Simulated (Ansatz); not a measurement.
# Y on Mo(100): change of the work function, part 4 of 4

How does Y on the hollow site change the work function of Mo(100) as the layer fills?

Ansatz 0.2.0; plane-wave DFT, PBE, Ansatz PAW.

So far, work function, upper face (eV): step 2 (the clean slab) 3.83; step 3 (37 atoms, coverage 0.111 ML, cell 3x3) 3.26; step 4 (17 atoms, coverage 0.25 ML, cell 2x2) 2.77.

### Step 5. Adsorbate added, k-mesh 6×6×1, coverage 0.5 ML

System of this step: YMo8 (Y/Mo(100)). The cell holds 18 atoms: 16 Mo and 2 Y. Cell: a = 6.300 Å, b = 6.300 Å, c = 25.354 Å, α = 90.0°, β = 90.0°, γ = 90.0°. Vacuum lies along c.

Another coverage, to see how the dipoles act on each other as their distance changes.

The input, input.yaml:

```yaml
crystal:
  lattice:
    - [6.3, 0.0, 0.0]
    - [0.0, 6.3, 0.0]
    - [0.0, 0.0, 25.3543791286]
  atoms:
    - { symbol: Mo, position: [0.25, 0.25, 0.3549682662] }
    - { symbol: Mo, position: [0.0, 0.0, 0.4170877128] }
    - { symbol: Mo, position: [0.25, 0.25, 0.4818485912] }
    - { symbol: Mo, position: [0.0, 0.0, 0.536350594] }
    - { symbol: Mo, position: [0.25, 0.75, 0.3549682662] }
    - { symbol: Mo, position: [0.0, 0.5, 0.4170877128] }
    - { symbol: Mo, position: [0.25, 0.75, 0.4818485912] }
    - { symbol: Mo, position: [0.0, 0.5, 0.536350594] }
    - { symbol: Mo, position: [0.75, 0.25, 0.3549682662] }
    - { symbol: Mo, position: [0.5, 0.0, 0.4170877128] }
    - { symbol: Mo, position: [0.75, 0.25, 0.4818485912] }
    - { symbol: Mo, position: [0.5, 0.0, 0.536350594] }
    - { symbol: Mo, position: [0.75, 0.75, 0.3549682662] }
    - { symbol: Mo, position: [0.5, 0.5, 0.4170877128] }
    - { symbol: Mo, position: [0.75, 0.75, 0.4818485912] }
    - { symbol: Mo, position: [0.5, 0.5, 0.536350594] }
    - { symbol: "Y", position: [0.25, 0.25, 0.6450317338] }
    - { symbol: "Y", position: [0.75, 0.75, 0.6450317338] }
kpoints:
  mp_grid: { grid: [6, 6, 1] }
hamiltonian:
  xc: pbe
scf:
  occupations: { method: fermi_dirac, width: 0.1 }
  convergence: { dr2_threshold: 1.0e-08 }
efield:
  axis: 3
  dipole_correction: true
  ramp_position: 0.97
  ramp_width: 0.06
relax:
  f_tol: 0.02
  max_steps: 60
  constraints: [{ sites: [0, 1, 4, 5, 8, 9, 12, 13] }]
output:
  dos: { projected: true, e_range: [-8, 4] }
  write_potential: true
  write_density: true
  volumetric_format: npy
  elf: true
```

Command:

```console
ansatz run input.yaml --threads 4 --pin off --max-ram 16384MiB --backend cpu --events-out ev --progress --plain --runs-dir out
```

Numbers of over 12 decimals in the logs are rounded to 6 here.

What it wrote:

```text
[...]
Crystal: 18 atoms, lattice volume = 1006.315 Å³
Basis set: ecut = 420 eV, 19705 PW (Γ), exchange–correlation on 90×90×360 points (8 copies of the dense FFT grid, shifted against one another)
Bands: 148, of which v1, the nominal top of the filled ones, is band 123 counted from 1 (122 counted from 0)
Symmetry: 16 space group operations
[...]
- { symbol: Mo, position: [0, 0.500000, 0.538120] }
[...]
- { symbol: Mo, position: [0.750000, 0.750000, 0.354968] }
    - { symbol: Mo, position: [0.500000, 0.500000, 0.417088] }
    - { symbol: Mo, position: [0.750000, 0.750000, 0.481858] }
    - { symbol: Mo, position: [0.500000, 0.500000, 0.538120] }
    - { symbol: Y, position: [0.250000, 0.250000, 0.613315] }
    - { symbol: Y, position: [0.750000, 0.750000, 0.613315] }
[key lines of the parts left out:]
SCF converged after 8 iterations
Free energy (F): -86979.481776 eV
Fermi energy:    3.684040 eV
Dipole field:    D = 0.056115 V/Å  (p = 0.312068 e·Å, saw-weighted, corrected)
Work function:   Φ+ = 2.4394 eV   Φ− = 3.8622 eV
```

Elapsed: 4.5 min, on 4 threads of Arm Neoverse V2, shared host; peak memory 3.7 GiB; 18 min of CPU time.

Relaxation path:

```
step  energy less that of the first step (eV)  largest force component (eV/Å)
   1                                   0.0000                          2.1036
   2                                  -1.1504                          2.0756
   3                                  -1.9519                          1.6509
   4                                  -2.4687                          0.8888
   5                                  -2.6497                          0.3424
   6                                  -2.6823                          0.2272
   7                                  -2.6908                          0.0124
```

The run keeps the 16 symmetry operations that it works with, so distortions that break them were not tested.

The atoms that moved most (Å):

| atom | dx | dy | dz | length |
| --- | --- | --- | --- | --- |
| Y18 | 0.000 | 0.000 | -0.804 | 0.804 |
| Y17 | 0.000 | 0.000 | -0.804 | 0.804 |
| Mo4 | 0.000 | 0.000 | 0.045 | 0.045 |
| Mo8 | 0.000 | 0.000 | 0.045 | 0.045 |
| Mo16 | 0.000 | 0.000 | 0.045 | 0.045 |
| Mo12 | 0.000 | 0.000 | 0.045 | 0.045 |
| Mo7 | 0.000 | 0.000 | -0.028 | 0.028 |
| Mo11 | 0.000 | 0.000 | -0.028 | 0.028 |

Final coordinates:

```xyz
18
Lattice="6.3000 0.0000 0.0000 0.0000 6.3000 0.0000 0.0000 0.0000 25.3544" Properties=species:S:1:pos:R:3
Mo    1.5750    1.5750    9.0000
Mo    0.0000    0.0000   10.5750
Mo    1.5750    1.5750   12.2172
Mo    0.0000    0.0000   13.6437
Mo    1.5750    4.7250    9.0000
Mo    0.0000    3.1500   10.5750
Mo    1.5750    4.7250   12.1893
Mo    0.0000    3.1500   13.6437
Mo    4.7250    1.5750    9.0000
Mo    3.1500    0.0000   10.5750
Mo    4.7250    1.5750   12.1893
Mo    3.1500    0.0000   13.6437
Mo    4.7250    4.7250    9.0000
Mo    3.1500    3.1500   10.5750
Mo    4.7250    4.7250   12.2172
Mo    3.1500    3.1500   13.6437
Y     1.5750    1.5750   15.5502
Y     4.7250    4.7250   15.5502
```

The relaxation took 7 steps and lowered the energy by 2.7 eV; the largest force on the free atoms ends at 0.012 eV/Å.

The covered face has 2.44 eV, -1.39 eV against the clean one; the bare back face has moved by +0.00 eV, a measure of how thin the slab is.

### Step 6. Work function against coverage

This step: plane-wave DFT, PBE, Ansatz PAW; work function against coverage (Ansatz 0.2.0).

The runs are now put side by side.

This step gave:

```
work function of the clean face     : 3.830 eV
largest change of the work function : -1.391 eV
```

The work function of the covered face by coverage:

```
coverage (adsorbates/nm²)  work function of the covered face (eV)
                     0.00                                    3.83
                     1.12                                    3.26
                     2.52                                    2.77
                     5.04                                    2.44
```

The dipole per adsorbate comes from the change of the cell's dipole. Coverage, by row:

```csv
coverage (1/nm²),coverage (ML),work function (eV),change (eV),"dipole per adsorbate, positive end outwards (debye)",mean height of the added atoms over the highest substrate atom (Å)
1.12,0.1111,3.256,-0.5744,1.374,1.844
2.52,0.25,2.768,-1.062,1.137,1.839
5.039,0.5,2.439,-1.391,0.733,1.907
```

### Step 7. Summary of results

```json
{
  "work function of the clean face": "3.83 eV",
  "work function at 0.11 ML": "3.26 eV",
  "work function at 0.25 ML": "2.77 eV",
  "work function at 0.5 ML": "2.44 eV",
  "dipole per adsorbate at 0.11 ML, positive end outwards": "1.37 D"
}
```

Y lowers the work function of Mo(100) at the lowest coverage, by 0.57 eV: the adsorbate layer has its positive end outwards. The dipole per adsorbate falls from 1.37 to 0.73 D as the layer fills. Neighbouring dipoles depolarise each other, and heights and bonding change with coverage too. The slab has 4 layers, at the tabulated experimental lattice constant, one starting site was run, and quantum-size effects of a slab this thin can reach one or two tenths of an eV. The main runs have no spin polarisation; a magnetic state could lie lower and would change these results.

[Logs are printed without paths, hosts, clocks, repeated set-up lines and the standing remarks that a program may print on its own settings, such as how far it seeks lower states.]

[Hosts, paths, dates, database ids (printed as entryN), source tags and the programs' standing remarks are cut or masked in the printed files.]

[Maps of the electrostatic potential energy from Ansatz leave out the sawtooth potential of an applied field or a dipole correction, so their vacuum need not be flat; planar profiles and work functions include it.]
